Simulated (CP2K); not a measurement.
Consider 2-pyrrolidone at its PBE geometry (Å).

```xyz
13

O     2.4353    0.9451   -0.1413
C     1.2781    0.5310   -0.0791
C     0.8048   -0.9247   -0.1320
C    -0.6710   -0.8703    0.2931
C    -1.1123    0.5728   -0.0441
N     0.1455    1.3076    0.0351
H     0.9313   -1.2763   -1.1674
H     1.4369   -1.5535    0.5045
H    -0.7558   -1.0323    1.3758
H    -1.3009   -1.6157   -0.2060
H    -1.5551    0.6366   -1.0530
H    -1.8482    0.9632    0.6718
H     0.2113    2.3166   -0.0575
```

Method: CP2K XAS_TDP, all-electron GAPW, PBEh(45%), aug-cc-pVDZ, TDA, no relativity.

Where do the N K-edge lines lie, and how strong are they?

Leading lines: N6 398.15 eV. The leading line of an atom is its first one with 35 % of the strongest within 2.5 eV of its lowest line over the strength cut. 

The first six lines of each atom with a strength over 0.0015:

```csv
atom,energy (eV),states,"strength, one atom"
N6 (bonded to 2 C and H),398.15,1,0.0202
,398.74,1,0.0124
,399.78,1,0.0040
,400.19,1,0.0048
,400.69,1,0.0046
,401.10,1,0.0027
```

Lines are vertical, at one geometry, with no vibrational structure. Without a correction of the core level, line positions, and the gaps between valence and Rydberg lines, follow the share of exact exchange. At this level such K lines come out 3 to 6 eV under measured ones. These values hold no scalar relativity, about 0.2 eV for N 1s. Rydberg lines, and the discretised continuum above threshold, depend on the basis and the box.

[Banner, clock and machine lines of the logs are left out without a mark of their own.]

[Logs are printed without paths, hosts, clocks, repeated set-up lines and the standing remarks that a program may print on its own settings, such as how far it seeks lower states.]

[Hosts, paths, dates, database ids (printed as entryN), source tags and the programs' standing remarks are cut or masked in the printed files.]
